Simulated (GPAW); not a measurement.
## AlN: optical spectrum from first principles

Wanted: where AlN starts to absorb, how strongly, and its refractive index. The cell comes from an older database entry, whose edges can differ from later determinations, mostly by under a per cent.

Main program and level: GPAW 26.7.0; DFT, PBE, plane-wave PAW (GPAW data sets), scalar-relativistic, RPA, optical limit.

The database entry behind the starting cell differs from later determinations by our own check (inner coordinate u about 0.002 short), so it need not match the best structure at ambient conditions.

## Step 1: Starting point

Symmetry: P6_3mc, No. 186, hexagonal system. Conventional cell: a = 3.113 Å, b = 3.113 Å, c = 4.981 Å, α = 90.00°, β = 90.00°, γ = 120.00°. Al has 4 N at 1.89 Å nearest. Nearest to N lie 4 Al at 1.89 Å. Farther neighbours and most contacts between anions are not listed.

## Step 2: Ground state

The self-consistent density comes first; it also tells whether there is a gap, which decides the occupations and the need for a Drude term.

This step: DFT, PBE, plane-wave PAW (GPAW data sets), scalar-relativistic, ground state (GPAW 26.7.0).

Contents of gs.py:

```python
from ase import Atoms
from ase.dft.bandgap import bandgap
from gpaw import GPAW, PW, FermiDirac

atoms = Atoms(['Al', 'Al', 'N', 'N'],
              cell=[[3.113000000011, 0.000000000000, 0.000000000000],
                    [-1.556500000006, 2.695937081990, 0.000000000000],
                    [0.000000000000, 0.000000000000, 4.981000000000]],
              scaled_positions=[[0.666666666667, 0.333333333333, 0.500000000000],
                                [0.333333333333, 0.666666666667, 0.000000000000],
                                [0.666666666667, 0.333333333333, 0.880000000000],
                                [0.333333333333, 0.666666666667, 0.380000000000]],
              pbc=[True, True, True])
atoms.calc = GPAW(mode=PW(500), xc='PBE', kpts={'size': (8, 8, 5), 'gamma': True},
                  occupations=FermiDirac(0.05), maxiter=150, txt='gs.txt')
print('energy (eV)', atoms.get_potential_energy())
print('Fermi level (eV)', atoms.calc.get_fermi_level())
print('valence electrons', atoms.calc.get_number_of_electrons())
print('gap (eV)', bandgap(atoms.calc, output=None)[0])
print('direct gap (eV)', bandgap(atoms.calc, direct=True, output=None)[0])
atoms.calc.write('gs.gpw')
```

Started as:

```
OMP_NUM_THREADS=1 python gs.py
```

Numbers of over 12 decimals in the logs are rounded to 6 here.

The program printed:

```text
__  _  _
 | _ |_)|_||  |
 |__||  | ||/\| - 26.7.0

Versions:
  Python: 3.12.14
  ASE:    3.29.0
  Numpy:  2.5.5
  Scipy:  1.18.1
  Libxc:  7.0.0

Input parameters:
  mode=PW(ecut=500.0),
  kpts=MonkhorstPack(size=(8, 8, 5), gamma=True),
  maxiter=150,
  occupations=Occupations(name='fermi-dirac', width=0.05, fixmagmom=False),
  xc=XC(name='PBE')

Diagonalizing LCAO Hamiltonian
Converting LCAO to pw mode

           N

           Al
        N

        Al

Atoms  # Å, Bohr magnetons
|   | symbol |         x |        y |        z |    initial magnetic moments |
| 0 |     Al |  1.556500 | 0.898646 | 2.490500 | ( 0.0000,  0.0000,  0.0000) |
| 1 |     Al | -0.000000 | 1.797291 | 0.000000 | ( 0.0000,  0.0000,  0.0000) |
| 2 |      N |  1.556500 | 0.898646 | 4.383280 | ( 0.0000,  0.0000,  0.0000) |
| 3 |      N | -0.000000 | 1.797291 | 1.892780 | ( 0.0000,  0.0000,  0.0000) |

Unit cell  # Å
| periodic |         x |        y |        z |  lengths |     angles |
|      yes |  3.113000 | 0.000000 | 0.000000 | 3.113000 |  90.000000 |
|      yes | -1.556500 | 2.695937 | 0.000000 | 3.113000 |  90.000000 |
|      yes |  0.000000 | 0.000000 | 4.981000 | 4.981000 | 120.000000 |

Number of symmetries: 6
Symmetry operations  # r_c * U_cc + t_c -> r_c
|   | kind |            matrix            |
| 0 |  σ   |  1, 1, 0,  0,-1, 0,  0, 0, 1 |
| 1 |  E   |  1, 0, 0,  0, 1, 0,  0, 0, 1 |
| 2 |  C3  |  0, 1, 0, -1,-1, 0,  0, 0, 1 |
| 3 |  σ   |  0,-1, 0, -1, 0, 0,  0, 0, 1 |
| 4 |  σ   | -1, 0, 0,  1, 1, 0,  0, 0, 1 |
| 5 |  C3  | -1,-1, 0,  1, 0, 0,  0, 0, 1 |

BZ-sampling:
  Number of BZ points: 320
  Number of IBZ points: 40

  Monkhorst-Pack size: [8, 8, 5]
  Monkhorst-Pack shift: [0.0625, 0.0625, 0.0]

K-points  # in reciprocal-cell coordinates
|     |                                coordinates |     weight |
|   0 | (  0.00000000,   0.00000000,   0.00000000) | 0.00312500 |
|   1 | (  0.00000000,   0.00000000,   0.20000000) | 0.00625000 |
|   2 | (  0.00000000,   0.00000000,   0.40000000) | 0.00625000 |
|   3 | (  0.12500000,   0.00000000,  -0.40000000) | 0.01875000 |
|   4 | (  0.12500000,   0.00000000,  -0.20000000) | 0.01875000 |
|   5 | (  0.12500000,   0.00000000,   0.00000000) | 0.01875000 |
|   6 | (  0.12500000,   0.00000000,   0.20000000) | 0.01875000 |
|   7 | (  0.12500000,   0.00000000,   0.40000000) | 0.01875000 |
|   8 | (  0.25000000,  -0.12500000,   0.00000000) | 0.01875000 |
|   9 | (  0.25000000,  -0.12500000,   0.20000000) | 0.03750000 |
| ... |                                            |            |
|  39 | (  0.50000000,   0.50000000,   0.40000000) | 0.01875000 |

Plane wave coefficients: 1087
Cutoff: 500.0 eV

Spin-components: 1 (collinear spins)
Bands:           14
Projectors:      20
Spin-degeneracy: 2
Datatype:        complex128

Parallelization:
  kpt:    1
  domain: 1
  band:   1

Density:
  Valence electrons: 16.0
  Components: 1
  Grid points: [18 18 27]
  Charge: 0.0  # |e|

Potential:
  Grid points: [18 18 27]

species:
  Al:
    name:    Aluminium
    id:
    Z:       13.0
    valence: 3
    core:    10
    charge:  0.0  # [|e|]
    compensation charges:
      type: gauss
      rc: 0.34  # [Å]
      lmax: 2
    cutoffs:
      filter: 1.91  # [Å]
      core: 2.36  # [Å]
    projectors
    | kind |    occ | energy [eV] | rcut [Å] |
    |   3s |  2.000 |      -7.753 |    1.085 |
    |   3p |  1.000 |      -2.712 |    1.085 |
    |    s |        |      19.459 |    1.085 |
    |    p |        |      24.499 |    1.085 |
    |    d |        |       0.000 |    1.085 |

    Using partial waves for Al as LCAO basis

  N:
    name:    Nitrogen
    id:
    Z:       7.0
    valence: 5
    core:    2
    charge:  0.0  # [|e|]
    compensation charges:
      type: gauss
      rc: 0.18  # [Å]
      lmax: 2
    cutoffs:
      filter: 1.11  # [Å]
      core: 0.96  # [Å]
    projectors
    | kind |    occ | energy [eV] | rcut [Å] |
    |   2s |  2.000 |     -18.583 |    0.603 |
    |   2p |  3.000 |      -7.089 |    0.529 |
    |    s |        |       8.629 |    0.603 |
    |    p |        |      20.123 |    0.529 |
    |    d |        |       0.000 |    0.577 |

    Using partial waves for N as LCAO basis

Reference energy: -16170.289538  # eV

eigensolver:
  PPCG
  Converge bands: occupied
  niter=2

density mixing:
  MSR1-Mixer
  Pratt-step length: 0.05
  Maximum mixing coefficient: 0.75
  Old densities: 10
  SVD Regularization: 0.005
  Good broyden scale: 1.0
  Trust region scale: 1.0
  Backstep threshold: 4.0
  History deletion threshold: 6.0
  Fourier metric: weight=20.0, sigma=0.015

occupation numbers:
  Fermi-Dirac:
    width: 0.0500  # eV

poisson solver:
  ecut: 4000.0  # eV

xc functional:
  name: PBE with 2 nearest neighbor stencil

convergence criteria:
- Maximum [total energy] change in last 3 cyles: 0.0005 eV / valence electron
- Maximum integral of absolute [dens]ity change: 0.0001 electrons / valence electron
- Maximum integral of absolute [eigenst]ate change: 4e-08 eV^2 / valence electron
maximum number of iterations: 150

SCF iterations
|iter     |      energy | eigst |  dens |
|iter:   1||  -32.168819 | -0.26 |       |
|iter:   2||  -31.232814 | -1.85 | -0.56 |
|iter:   3||  -28.491076 | -0.53 | -0.61 |
|iter:   4||  -28.510830 | -2.72 | -1.24 |
|iter:   5||  -28.521700 | -3.40 | -1.56 |
|iter:   6||  -28.521878 | -5.02 | -2.71 |
|iter:   7||  -28.521903c| -6.52 | -3.13 |
|iter:   8||  -28.521904c| -8.20c| -4.44c|

Converged in 8 steps
SCF loop duration: 8.390 s (1.049 s/step)
Energy contributions relative to reference atoms: (reference = -16170.289538)

Energy contributions:
  Kinetic:          27.939878
  Coulomb:         -22.271905
  Zero:             -0.134884
  External:          0.000000
  Xc:              -34.054993
  Entropy:          -0.000000
  Spinorbit:         0.000000
  ----------------------------
  Free energy:     -28.521904
  Extrapolated:    -28.521904

dipole moment: (0.000002, -0.000002, -6.805620)  # |e|*Ang

Fermi level: 7.090
Eigenvalues  # (at kpt = [0.000, 0.000, 0.000])
| band index |      eig [eV] | occ [0-2] |
|          0 |        -9.098 |     2.000 |
|          1 |        -6.970 |     2.000 |
|          2 |         0.162 |     2.000 |
|          3 |         5.308 |     2.000 |
|          4 |         5.308 |     2.000 |
|          5 |         5.981 |     2.000 |
|          6 |         5.981 |     2.000 |
|          7 |         6.164 |     2.000 |
|          8 |        10.299 |     0.000 |
|          9 |        12.779 |     0.000 |
|         10 |        16.808 |     0.000 |
|         11 |        17.302 |     0.000 |
|         12 |        17.302 |     0.000 |
|         13 |        19.295 |     0.000 |

Gap: 4.135 eV
Transition (v -> c):
  (s=0, k=0, n=7, [0.00, 0.00, 0.00]) -> (s=0, k=0, n=8, [0.00, 0.00, 0.00])
No difference between direct/indirect transitions

--- standard output ---
energy (eV) -28.521904
Fermi level (eV) 7.090323
valence electrons 16.0
gap (eV) 4.135038
direct gap (eV) 4.135038
```

The job ended after 9.9 s (1 thread of Arm Neoverse V2, shared host; peak memory 0.15 GiB).

Numbers from this step:

```
energy                 : -28.52 eV
Fermi energy           : 7.090 eV
gap on the k-mesh      : 4.135 eV
direct gap on the mesh : 4.135 eV
electrons              : 16
```

There is a gap, 4.14 eV on this mesh (points off the mesh can give less), so no carriers' term is needed.

## Step 3: Bands for the response

The response needs many more empty bands than the density does.

This step: DFT, PBE, plane-wave PAW (GPAW data sets), scalar-relativistic, bands at fixed density (GPAW 26.7.0).

Contents of nscf.py:

```python
from ase.dft.bandgap import bandgap
from gpaw import GPAW, FermiDirac

calc = GPAW('gs.gpw').fixed_density(kpts={'size': (12, 12, 7), 'gamma': True}, nbands=36, convergence={'bands': 30},
                                    occupations=FermiDirac(0.001), txt='nscf.txt')
print('gap (eV)', bandgap(calc, output=None)[0])
print('direct gap (eV)', bandgap(calc, direct=True, output=None)[0])
print('top band over the Fermi level (eV)', min(calc.get_eigenvalues(kpt=k)[29] for k in range(len(calc.get_ibz_k_points()))) - calc.get_fermi_level())
calc.write('full.gpw', mode='all')
```

Started as:

```
OMP_NUM_THREADS=1 python nscf.py
```

The program printed:

```text
Diagonalizing LCAO Hamiltonian
Converting LCAO to pw mode
convergence criteria:
- Maximum integral of absolute [eigenst]ate change: 4e-08 eV^2 / valence electron
maximum number of iterations: 150

SCF iterations
|iter     |      energy | eigst |  dens |
|iter:   1||             | +3.06 |       |
|iter:   2||             | +1.47 |       |
|iter:   3||             | +0.12 |       |
|iter:   4||             | -0.90 |       |
|iter:   5||             | -2.12 |       |
|iter:   6||             | -3.14 |       |
|iter:   7||             | -4.24 |       |
|iter:   8||             | -5.26 |       |
|iter:   9||             | -6.30 |       |
|iter:  10||             | -7.00 |       |
|iter:  11||             | -7.51c|       |
SCF steps: 11
  __  _  _
 | _ |_)|_||  |
 |__||  | ||/\| - 26.7.0

Versions:
  Python: 3.12.14
  ASE:    3.29.0
  Numpy:  2.5.5
  Scipy:  1.18.1
  Libxc:  7.0.0

Input parameters:
  mode=PW(ecut=500.0),
  convergence={'bands': 30},
  gpts=array([18, 18, 27]),
  kpts=MonkhorstPack(size=(12, 12, 7), gamma=True),
  maxiter=150,
  nbands=36,
  occupations=Occupations(name='fermi-dirac', width=0.001, fixmagmom=False),
  parallel={},
  xc=XC(name='PBE')

--- standard output ---
gap (eV) 4.135038
direct gap (eV) 4.135038
top band over the Fermi level (eV) 27.614881
```

Elapsed: 78 s, on 1 thread; peak memory 0.24 GiB.

## Step 4: Dielectric function, RPA

Local fields let the induced charge screen the field inside the cell, which as a rule lowers ε, most along directions where the density is uneven.

This step: DFT, PBE, plane-wave PAW (GPAW data sets), scalar-relativistic, RPA, optical limit (GPAW 26.7.0).

Contents of df.py:

```python
from gpaw.response.df import DielectricFunction

df = DielectricFunction('full.gpw', frequencies={'type': 'nonlinear', 'domega0': 0.03, 'omega2': 8},
                        ecut=60,
                        eta=0.2,
                        nbands=30,
                        txt='df.txt')
for direction in ['x', 'z']:
    df.get_dielectric_function(xc='RPA', direction=direction, filename=f'df_{direction}.csv')
```

Started as:

```
OMP_NUM_THREADS=1 python df.py
```

The program printed:

```text
Using integrator: PointIntegrator
NonLinearFrequencyDescriptor(from 0.000 to 47.611 eV, 459 points)
Nonperiodic BCs:  [False False False]
Using integrator: PointIntegrator
NonLinearFrequencyDescriptor(from 0.000 to 47.611 eV, 459 points)
Nonperiodic BCs:  [False False False]

Calculating chi0 body with:
    Ground state adapter containing:
    Number of spins: 1
    Number of kpoints: 1008
    Number of irreducible kpoints: 112
    Number of completely occupied states: 8
    Number of partially occupied states: 8

    Linear response parametrization:
    q_c: [0.0, 0.0, 0.0]
    Number of frequency points: 459
    Planewave cutoff: 60.0
    Number of bands: 30
    Number of planewaves: 37
    Broadening (eta): 0.2

Integrating chi0 body.

Symmetries of q_c:
    Direct symmetries (Uq -> q): 6
    Indirect symmetries (TUq -> q): 6
In total 12 allowed symmetries.

112 groups of equivalent kpoints. 88.888889% reduction.

Integral kind: spectral function

Calculating chi0 optical extensions with:
    Ground state adapter containing:
    Number of spins: 1
    Number of kpoints: 1008
    Number of irreducible kpoints: 112
    Number of completely occupied states: 8
    Number of partially occupied states: 8

    Linear response parametrization:
    Number of frequency points: 459
    Planewave cutoff: 60.0
    Number of bands: 30
    Number of planewaves: 37
    Broadening (eta): 0.2
Integrating chi0 head and wings.

Symmetries of q_c:
    Direct symmetries (Uq -> q): 6
    Indirect symmetries (TUq -> q): 6
In total 12 allowed symmetries.

112 groups of equivalent kpoints. 88.888889% reduction.

Integral kind: spectral function wings
```

Run time: 9.8 s. Hardware: 1 thread; peak memory 0.23 GiB.

This step gave:

- electronic dielectric constant ε∞, mean over x, y and z (by symmetry where fewer were run): 4.350
- main peak of Im epsilon, first axis: 7.933 eV

Values under the direct gap are tails of Lorentzian lines. The Im ε by photon energy; read off at these points:

| photon energy (eV) | E ∥ x | E ∥ z |
| --- | --- | --- |
| 0.00 | 0 | 0 |
| 0.50 | 0.00929 | 0.0108 |
| 1.00 | 0.0191 | 0.0222 |
| 1.50 | 0.0302 | 0.0352 |
| 2.00 | 0.0435 | 0.0511 |
| 2.50 | 0.0606 | 0.0720 |
| 3.00 | 0.0847 | 0.103 |
| 3.50 | 0.124 | 0.157 |
| 4.00 | 0.221 | 0.336 |
| 4.50 | 0.514 | 0.813 |
| 5.00 | 1.08 | 1.17 |
| 5.50 | 1.33 | 1.78 |
| 6.00 | 2.56 | 3.54 |
| 6.50 | 4.40 | 7.11 |
| 6.76 | 5.05 | 8.01 |
| 7.00 | 5.82 | 7.64 |
| 7.50 | 6.67 | 7.02 |
| 7.91 | 7.66 | 5.76 |
| 8.00 | 7.55 | 5.27 |
| 8.50 | 6.00 | 3.56 |
| 9.00 | 4.74 | 3.58 |
| 9.50 | 3.91 | 4.84 |
| 9.68 | 3.64 | 5.17 |
| 10.00 | 3.66 | 4.70 |
| 10.50 | 3.67 | 3.86 |
| 11.00 | 3.83 | 3.29 |
| 11.50 | 3.52 | 3.40 |
| 12.00 | 3.96 | 4.61 |
| 12.50 | 4.19 | 4.08 |
| 13.00 | 4.11 | 4.15 |
| 13.50 | 3.55 | 3.10 |
| 14.00 | 3.36 | 2.88 |
| 14.50 | 2.76 | 2.36 |
| 15.00 | 2.47 | 2.33 |
| 15.50 | 1.85 | 1.87 |
| 16.00 | 1.59 | 1.67 |
| 16.50 | 1.35 | 1.29 |
| 17.00 | 1.22 | 1.16 |
| 17.50 | 0.956 | 0.953 |
| 18.00 | 0.704 | 0.651 |
| 18.50 | 0.598 | 0.524 |
| 19.00 | 0.531 | 0.586 |
| 19.50 | 0.504 | 0.504 |
| 20.00 | 0.430 | 0.480 |
| 20.50 | 0.378 | 0.419 |
| 21.00 | 0.361 | 0.457 |
| 21.50 | 0.330 | 0.423 |

Table of Re ε by photon energy:

| photon energy (eV) | E ∥ x | E ∥ z |
| --- | --- | --- |
| 0 | 4.28 | 4.49 |
| 1 | 4.33 | 4.54 |
| 2 | 4.48 | 4.72 |
| 3 | 4.79 | 5.08 |
| 4 | 5.43 | 5.87 |
| 5 | 6.25 | 6.87 |
| 6 | 7.10 | 8.87 |
| 7 | 6.63 | 4.03 |
| 8 | 2.42 | 0.328 |
| 9 | 0.500 | 1.98 |
| 10 | 1.29 | 0.712 |
| 11 | 0.862 | 0.488 |
| 12 | 0.867 | 0.634 |
| 13 | -0.165 | -0.666 |
| 14 | -0.946 | -0.937 |
| 15 | -1.40 | -1.08 |
| 16 | -1.22 | -1.17 |
| 17 | -0.895 | -0.828 |
| 18 | -0.716 | -0.720 |
| 19 | -0.367 | -0.298 |
| 20 | -0.209 | -0.140 |
| 21 | -0.00922 | 0.0220 |

The reflectivity at normal incidence by photon energy; read off at these points:

| photon energy (eV) | E ∥ x (%) | E ∥ z (%) |
| --- | --- | --- |
| 0.0 | 12.1 | 12.9 |
| 1.0 | 12.3 | 13.0 |
| 2.0 | 12.8 | 13.7 |
| 3.0 | 13.9 | 14.9 |
| 4.0 | 16.0 | 17.3 |
| 5.0 | 18.8 | 20.5 |
| 6.0 | 22.5 | 27.0 |
| 6.7 | 26.3 | 32.0 |
| 7.0 | 27.7 | 31.4 |
| 8.0 | 32.5 | 30.4 |
| 9.0 | 28.0 | 18.7 |
| 10.0 | 20.6 | 27.0 |
| 11.0 | 22.8 | 22.1 |
| 12.0 | 23.4 | 27.0 |
| 13.0 | 29.1 | 32.3 |
| 14.0 | 33.1 | 32.7 |
| 15.0 | 38.7 | 34.8 |
| 16.0 | 41.2 | 39.5 |
| 17.0 | 38.6 | 37.8 |
| 17.8 | 45.2 | 46.0 |
| 18.0 | 45.1 | 47.2 |
| 18.2 | 44.3 | 47.8 |
| 19.0 | 37.6 | 32.3 |
| 20.0 | 33.7 | 27.7 |
| 21.0 | 23.7 | 19.6 |

Values under the direct gap are tails of Lorentzian lines. Table of loss function −Im 1/ε at q → 0 by energy loss; read off at these points:

| energy loss (eV) | E ∥ x | E ∥ z |
| --- | --- | --- |
| 0.00 | 0 | 0 |
| 0.50 | 5.0e-4 | 5.3e-4 |
| 1.00 | 0.00102 | 0.00108 |
| 1.50 | 0.00157 | 0.00166 |
| 2.00 | 0.00217 | 0.00230 |
| 2.50 | 0.00285 | 0.00304 |
| 3.00 | 0.00369 | 0.00397 |
| 3.50 | 0.00489 | 0.00539 |
| 4.00 | 0.00750 | 0.00972 |
| 4.50 | 0.0146 | 0.0194 |
| 5.00 | 0.0269 | 0.0241 |
| 5.50 | 0.0275 | 0.0289 |
| 6.00 | 0.0449 | 0.0388 |
| 6.50 | 0.0582 | 0.0684 |
| 7.00 | 0.0747 | 0.102 |
| 7.50 | 0.0972 | 0.131 |
| 8.00 | 0.120 | 0.189 |
| 8.50 | 0.155 | 0.217 |
| 9.00 | 0.209 | 0.214 |
| 9.50 | 0.248 | 0.172 |
| 10.00 | 0.243 | 0.208 |
| 10.50 | 0.242 | 0.249 |
| 11.00 | 0.248 | 0.297 |
| 11.50 | 0.257 | 0.233 |
| 12.00 | 0.241 | 0.213 |
| 12.50 | 0.235 | 0.245 |
| 13.00 | 0.243 | 0.235 |
| 13.50 | 0.276 | 0.293 |
| 14.00 | 0.276 | 0.314 |
| 14.50 | 0.315 | 0.373 |
| 15.00 | 0.306 | 0.354 |
| 15.50 | 0.376 | 0.415 |
| 16.00 | 0.397 | 0.402 |
| 16.50 | 0.515 | 0.516 |
| 17.00 | 0.533 | 0.571 |
| 17.50 | 0.547 | 0.562 |
| 18.00 | 0.699 | 0.691 |
| 18.50 | 0.969 | 1.28 |
| 19.00 | 1.27 | 1.36 |
| 19.50 | 1.63 | 1.72 |
| 20.00 | 1.88 | 1.92 |
| 20.50 | 2.51 | 2.38 |
| 21.00 | 2.77 | 2.19 |
| 21.50 | 2.96 | 2.34 |
| 21.62 | 3.00 | 2.49 |
| 21.75 | 2.89 | 2.57 |

Table of refractive index n and extinction k by photon energy:

| photon energy (eV) | n, E ∥ x | k, E ∥ x | n, E ∥ z | k, E ∥ z |
| --- | --- | --- | --- | --- |
| 0 | 2.07 | 0 | 2.12 | 0 |
| 1 | 2.08 | 0.00460 | 2.13 | 0.00521 |
| 2 | 2.12 | 0.0103 | 2.17 | 0.0118 |
| 3 | 2.19 | 0.0194 | 2.25 | 0.0227 |
| 4 | 2.33 | 0.0475 | 2.42 | 0.0693 |
| 5 | 2.51 | 0.215 | 2.63 | 0.222 |
| 6 | 2.71 | 0.472 | 3.03 | 0.583 |
| 7 | 2.78 | 1.05 | 2.52 | 1.52 |
| 8 | 2.27 | 1.66 | 1.67 | 1.57 |
| 9 | 1.62 | 1.46 | 1.74 | 1.03 |
| 10 | 1.61 | 1.14 | 1.65 | 1.42 |
| 11 | 1.55 | 1.24 | 1.38 | 1.19 |
| 12 | 1.57 | 1.26 | 1.63 | 1.42 |
| 13 | 1.41 | 1.46 | 1.33 | 1.56 |
| 14 | 1.13 | 1.49 | 1.02 | 1.41 |
| 15 | 0.849 | 1.46 | 0.863 | 1.35 |
| 16 | 0.625 | 1.27 | 0.659 | 1.27 |
| 17 | 0.556 | 1.10 | 0.547 | 1.06 |
| 18 | 0.379 | 0.927 | 0.354 | 0.920 |
| 19 | 0.373 | 0.711 | 0.424 | 0.691 |
| 20 | 0.367 | 0.586 | 0.424 | 0.565 |
| 21 | 0.419 | 0.430 | 0.489 | 0.466 |

Optical constants at common wavelengths, from n + ik = √ε:

| wavelength (nm) | n x | k x | R (%) x | 1/α x | n z | k z | R (%) z | 1/α z |
| --- | --- | --- | --- | --- | --- | --- | --- | --- |
| 1550 | 2.08 | 0.004 | 12.2 | 34 µm | 2.13 | 0.004 | 13.0 | 30 µm |
| 1064 | 2.08 | 0.005 | 12.4 | 16 µm | 2.14 | 0.006 | 13.1 | 14 µm |
| 633 | 2.11 | 0.010 | 12.8 | 5.0 µm | 2.17 | 0.011 | 13.6 | 4.4 µm |
| 365 | 2.23 | 0.026 | 14.5 | 1.1 µm | 2.31 | 0.031 | 15.6 | 944 nm |
| 308 | 2.34 | 0.049 | 16.0 | 496 nm | 2.43 | 0.073 | 17.4 | 336 nm |
| 248 | 2.51 | 0.215 | 18.8 | 92 nm | 2.63 | 0.222 | 20.5 | 89 nm |
| 193 | 2.86 | 0.700 | 25.6 | 22 nm | 3.00 | 1.138 | 30.6 | 13 nm |

Below the direct gap, k and the depth come from the tails of the Lorentzian lines, not from transitions.

Rows near the edge hang on the gap, which this functional as a rule makes too small, and phonon-assisted absorption is left out.

At 1064 nm the birefringence n(z) − n(x) is +0.051: the crystal is uniaxial positive at this level.

## Step 5: Results

```
electronic dielectric constant ε∞, mean over x, y and z (by symmetry where fewer were run) (RPA) : 4.35
main peak of Im epsilon, first axis                                                              : 7.93 eV
```

In words: At this level (PBE, RPA) AlN has a mean ε∞ = 4.35 and n = 2.08 at 1550 nm (E ∥ x), and Im ε peaks at 7.9 eV (E ∥ x). On the mesh the gap is 4.14 eV and the least direct gap 4.14 eV. Local fields change the static value along x from 4.57 to 4.28 (-6 %). Distinct maxima of Im ε, read by a parabola through the highest points, lie at 7.93 eV (7.7), 10.85 eV (4.0) and 12.53 eV (4.2) for E ∥ x. The static values by axis are 4.28 (x), 4.49 (z). At 1064 nm the birefringence n(z) − n(x) is +0.051: the crystal is uniaxial positive at this level. Excitons and phonon-assisted transitions are missing; PBE gaps are as a rule too small, which pulls the onset down and ε∞ up. The sum runs over mesh points, so small or evenly spaced maxima can still be ripples of the mesh. Besides steps told in other documents, this task had 1 run with a known fault of program or setting; those not told in a step above aren't shown.

[Machine, clock and banner lines and Python warnings are left out of the logs.]

[Logs are printed without paths, hosts, clocks, repeated set-up lines and the standing remarks that a program may print on its own settings, such as how far it seeks lower states.]

[Hosts, paths, dates, database ids (printed as entryN), source tags and the programs' standing remarks are cut or masked in the printed files.]
